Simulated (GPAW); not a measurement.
# Work function of Sc2CS2 MXene monolayer at several levels, part 2 of 2

Wanted: work functions and dipole of Sc2CS2 MXene monolayer, with the cost of each level.

GPAW 26.7.0; GPAW, PAW setups; layer in a repeated cell with vacuum, relaxation of atoms and in-plane cell (the session's first sound run).

So far, upper work function (eV): step 3 (the slab's potential, PBE, GPAW) 6.84; step 5 (self-consistent run: xc = "LDA") 7.03; step 6 (self-consistent run: xc = "RPBE") 6.77; step 7 (self-consistent run: xc = "vdW-DF2", GPAW, PAW setups, GPAW) 7.18; step 8 (OptPBE vdW: xc = "optPBE-vdW", GPAW, PAW setups, GPAW) 7.04.

## (9) Real-space grid: mode = "fd"

Level of this step: GPAW, PAW setups; slab in vacuum (GPAW).

A real-space grid is a second complete basis, so it checks the plane-wave result.

run.py reads:

```python
import json
import numpy as np
from ase import Atoms
from gpaw import GPAW

slab = Atoms(
    ['S', 'Sc', 'C', 'Sc', 'S'],
    positions=[
        [-0.00000, 2.03276, 7.00000],
        [1.76042, 1.01638, 8.43666],
        [-0.00000, 0.00000, 9.77759],
        [-0.00000, 2.03276, 11.11850],
        [1.76042, 1.01638, 12.55517]],
    cell=[[3.52085, 0.0, 0.0], [-1.76042, 3.04915, 0.0], [0.0, 0.0, 19.5552]],
    pbc=[True, True, False])

slab.calc = GPAW(mode='fd', h=0.18, xc='PBE', kpts={'size': (12, 12, 1), 'gamma': True},
                 occupations={'name': 'fermi-dirac', 'width': 0.05}, nbands='160%',
                 convergence={'density': 1e-05}, maxiter=200,
                 poissonsolver={'dipolelayer': 'xy'},
                 symmetry={'tolerance': 1e-3}, txt='slab.txt')
result = {}
energy = slab.get_potential_energy()
fermi = slab.calc.get_fermi_level()
v = slab.calc.get_electrostatic_potential().mean((0, 1)) - fermi
n = slab.calc.get_pseudo_density().mean((0, 1))
L = slab.cell[2, 2]
z = np.arange(len(v)) * L / len(v)
low, high = slab.positions[:, 2].min(), slab.positions[:, 2].max()
below, above = np.interp([low - 4.8, high + 4.8], z, v)
slopes = [np.interp(x, z, np.gradient(v, z)) for x in (low - 4.8, high + 4.8)]
eps = np.array([[slab.calc.get_eigenvalues(k, s) for k in range(len(slab.calc.get_ibz_k_points()))]
                for s in range(slab.calc.get_number_of_spins())]) - fermi
top, bottom = eps[eps < 0].max(), eps[eps > 0].min()
dipole = slab.get_dipole_moment()[2]
print(f'energy {energy:.4f} eV, Fermi level {fermi:.4f} eV, dipole {dipole:.5f} e A')
print(f'potential 4.8 A off the faces, from the Fermi level: lower {below:.4f} eV, upper {above:.4f} eV')
print(f'slope of the potential there: lower {slopes[0]:.5f}, upper {slopes[1]:.5f} eV/A')
print(f'nearest levels on the mesh: {top:.4f} and {bottom:.4f} eV')
print('magnetic moment', round(slab.get_magnetic_moment(), 3))
result.update(energy=energy, fermi=fermi, dipole=dipole, below=below, above=above, slopes=slopes, edges=[top, bottom],
              z=z.tolist(), v=v.tolist(), n=n.tolist(), positions=slab.positions.tolist(),
              forces=slab.get_forces(apply_constraint=False).tolist(), moments=slab.get_magnetic_moments().tolist())
json.dump(result, open('result.json', 'w'))
```

On the command line:

```console
OMP_NUM_THREADS=1 OPENBLAS_NUM_THREADS=1 python run.py
```

Log:

```text
energy -30.4391 eV, Fermi level -6.8378 eV, dipole -0.00044 e A
potential 4.8 A off the faces, from the Fermi level: lower 6.8340 eV, upper 6.8415 eV
slope of the potential there: lower -0.00003, upper 0.00003 eV/A
nearest levels on the mesh: -0.0217 and 0.0194 eV
magnetic moment 0.0
```

The job ended after 3 min (1 thread of Arm Neoverse V1, shared host; peak memory 0.56 GiB).

Numbers from this step:

```
dipole along the normal                    : -4.45e-4 e·Å
levels nearest the Fermi level on the mesh : -0.02174, 0.01936 eV from the Fermi level
upper work function                        : 6.842 eV
lower work function                        : 6.834 eV
```

The electrostatic potential energy of an electron (without an applied field's), less the Fermi level, planar mean oscillates, so the rows of the table below give means over windows of 1.54 Å about each position, cut where the curve ends. Its maxima inside the range that stand out by 2 % of the span (Å: eV): 7.7: -3.76, 9.2: -2.31, 10.3: -2.31, 11.9: -3.76. Its minima: 7.1: -13.4, 8.4: -11.2, 9.8: -6.84, 11.1: -11.2, 12.5: -13.4.

The electrostatic potential energy of an electron (without an applied field's), less the Fermi level, planar mean by z; means over each step:

```csv
z (Å),"electrostatic potential energy of an electron (without an applied field's), less the Fermi level, planar mean (eV)"
0.77,6.83
2.31,6.83
3.85,6.83
5.39,6.24
6.93,-5.96
8.47,-7.01
10.01,-4.29
11.55,-7.52
13.09,-2.54
14.63,6.71
16.17,6.84
17.71,6.84
19.25,6.84
```

The upper face's work function is 6.842 eV, against 6.843 eV in the first plane-wave PBE run at this geometry.

## (10) Atomic orbitals: mode = "lcao"

Atom-centred orbitals end a few angstrom from the surface, which tests how much the density's tail matters.

run.py: that of step 9 with these lines changed.

```diff
@@ -16,4 +16,4 @@
 
-slab.calc = GPAW(mode='fd', h=0.18, xc='PBE', kpts={'size': (12, 12, 1), 'gamma': True},
-                 occupations={'name': 'fermi-dirac', 'width': 0.05}, nbands='160%',
+slab.calc = GPAW(mode='lcao', basis='dzp', h=0.18, xc='PBE', kpts={'size': (12, 12, 1), 'gamma': True},
+                 occupations={'name': 'fermi-dirac', 'width': 0.05}, nbands='120%',
                  convergence={'density': 1e-05}, maxiter=200,
```

Log:

```text
energy -29.5015 eV, Fermi level -6.8293 eV, dipole -0.00045 e A
potential 4.8 A off the faces, from the Fermi level: lower 6.8255 eV, upper 6.8331 eV
slope of the potential there: lower -0.00000, upper 0.00000 eV/A
nearest levels on the mesh: -0.0204 and 0.0185 eV
magnetic moment 0.0
```

Elapsed: 3.3 min, on 1 thread; peak memory 0.29 GiB.

Numbers from this step:

```yaml
levels_nearest_the_fermi_level_on_the_mesh: -0.02039, 0.01854 eV from the Fermi level
upper_work_function: 6.833 eV
lower_work_function: 6.826 eV
```

The upper face's work function is 6.833 eV, against 6.843 eV in the first plane-wave PBE run at this geometry.

## (11) All levels side by side

Times are for 1 thread of Arm Neoverse V1, shared host. The runs compared:

```csv
no.,run,upper work function (eV),lower work function (eV),time,memory (GiB)
1,pw,6.843,6.835,66 s,0.27
2,revPBE,6.764,6.757,65 s,0.27
3,LDA,7.026,7.019,64 s,0.26
4,RPBE,6.769,6.762,65 s,0.27
5,vdW DF2,7.180,7.173,84 s,0.48
6,optPBE vdW,7.044,7.036,82 s,0.48
7,fd,6.842,6.834,3 min,0.56
8,lcao,6.833,6.826,3.3 min,0.29
```

## (12) Side by side

Results and costs are gathered.

This step: comparison of work functions, dipole and cost (GPAW 26.7.0).

Ladder, by row:

```csv
step,code,"work function, upper (eV)","work function, lower (eV)",dipole (e Å),wall time (s),peak memory (GiB),threads
pw,GPAW,6.843,6.835,-4.35e-4,65.98,0.27,1
revPBE,GPAW,6.764,6.757,-4.35e-4,65.41,0.27,1
LDA,GPAW,7.026,7.019,-4.35e-4,64.13,0.26,1
RPBE,GPAW,6.769,6.762,-4.35e-4,65.35,0.27,1
vdW-DF2,GPAW,7.18,7.173,-4.35e-4,84.21,0.48,1
optPBE-vdW,GPAW,7.044,7.036,-4.34e-4,81.79,0.48,1
fd,GPAW,6.842,6.834,-4.45e-4,177.1,0.56,1
lcao,GPAW,6.833,6.826,-4.45e-4,200.3,0.29,1
```

## (13) Outcome

| Quantity | Value |
| --- | --- |
| work function, upper and lower face | 6.843 and 6.835 eV |
| dipole along the normal | -4.3e-4 e Å |

With plane waves and PBE the work function is 6.84 eV on the upper face and 6.84 eV on the lower. Over the sound runs of the table the upper face's work function spans 6.764 (revPBE) to 7.180 eV (vdW-DF2). The starting lattice was a guess from atomic radii; the relaxation moved it by 9 %. The small printed dipole stands for a step of 7.3 meV from the lower to the upper face, and the probes find 7.5 meV; values this small are near the numerical noise of both. The layer's cell and atoms come from the relaxation; spin-orbit coupling and temperature are left out.

[Logs are printed without paths, hosts, clocks, repeated set-up lines and the standing remarks that a program may print on its own settings, such as how far it seeks lower states.]

[Hosts, paths, dates, database ids (printed as entryN), source tags and the programs' standing remarks are cut or masked in the printed files.]
